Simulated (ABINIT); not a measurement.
Planning a run of ABINIT 10.8.3 on MgO (Periclase). The input:

```
acell 3*1.0 Angstrom
rprim 
  -0.000000000000 2.108500000000 2.108500000000
  2.108500000000 0.000000000000 2.108500000000
  2.108500000000 2.108500000000 0.000000000000
ntypat 2
znucl 12 8
natom 2
typat 1 2
xred 
  0.000000000000 0.000000000000 0.000000000000
  0.500000000000 0.500000000000 0.500000000000
pp_dirpath "pseudos"
pseudos "Mg.upf, O.upf"
ecut 38
ngkpt 6 6 6
nshiftk 1
shiftk 0 0 0
kptopt 1
chksymbreak 0
istwfk *1
occopt 1
irdwfk 1
optdriver 4
nband 146
gwcalctyp 10
ecutsigx 38
symsigma 1
nkptgw 16
kptgw 
  0.0000000000 0.0000000000 0.0000000000
  0.1666666667 0.0000000000 0.0000000000
  0.3333333333 0.0000000000 0.0000000000
  0.5000000000 0.0000000000 0.0000000000
  0.1666666667 0.1666666667 0.0000000000
  0.3333333333 0.1666666667 0.0000000000
  0.5000000000 0.1666666667 0.0000000000
  -0.3333333333 0.1666666667 0.0000000000
  -0.1666666667 0.1666666667 0.0000000000
  0.3333333333 0.3333333333 0.0000000000
  0.5000000000 0.3333333333 0.0000000000
  -0.3333333333 0.3333333333 0.0000000000
  0.5000000000 0.5000000000 0.0000000000
  0.5000000000 0.3333333333 0.1666666667
  -0.3333333333 0.3333333333 0.1666666667
  -0.3333333333 0.5000000000 0.1666666667
bdgw 
  1 15
  1 15
  1 15
  1 15
  1 15
  1 15
  1 15
  1 15
  1 15
  1 15
  1 15
  1 15
  1 15
  1 15
  1 15
  1 15
ecuteps 9.6
irdscr 1
ppmodel 1
indata_prefix "in"
outdata_prefix "out"
tmpdata_prefix "tmp"
```

The database entry behind the starting cell differs from later determinations by our own check (about 0.1 % long), so it need not match the best structure at ambient conditions.

```sh
OMP_NUM_THREADS=1 mpirun -n 8 abinit run.abi > log
```

How long will it take on 8 MPI ranks of Arm Neoverse V2, shared host, and how much memory?

It took 7.1 min; on shared hardware allow 3.5 min to 14 min. Peak host memory was 2.2 GiB.

[Paths, hosts, dates, memory and timing lines, banners, echoed tables and standing remarks are left out of the program output.]

[Logs are printed without paths, hosts, clocks, repeated set-up lines and the standing remarks that a program may print on its own settings, such as how far it seeks lower states.]

[Runs of the session that timed out or met a known fault of the program may be left out.]

[Hosts, paths, dates, database ids (printed as entryN), source tags and the programs' standing remarks are cut or masked in the printed files.]

[G0W0 gaps are taken among the corrected bands and points alone; a level outside them can change the order at an edge.]

[Where Ansatz stands beside ABINIT at settings called matched, ABINIT's density can come from a denser mesh and the files from another edition; pairs whose starting gaps differed by over 0.03 eV were left out, so agreement reads better than it is.]
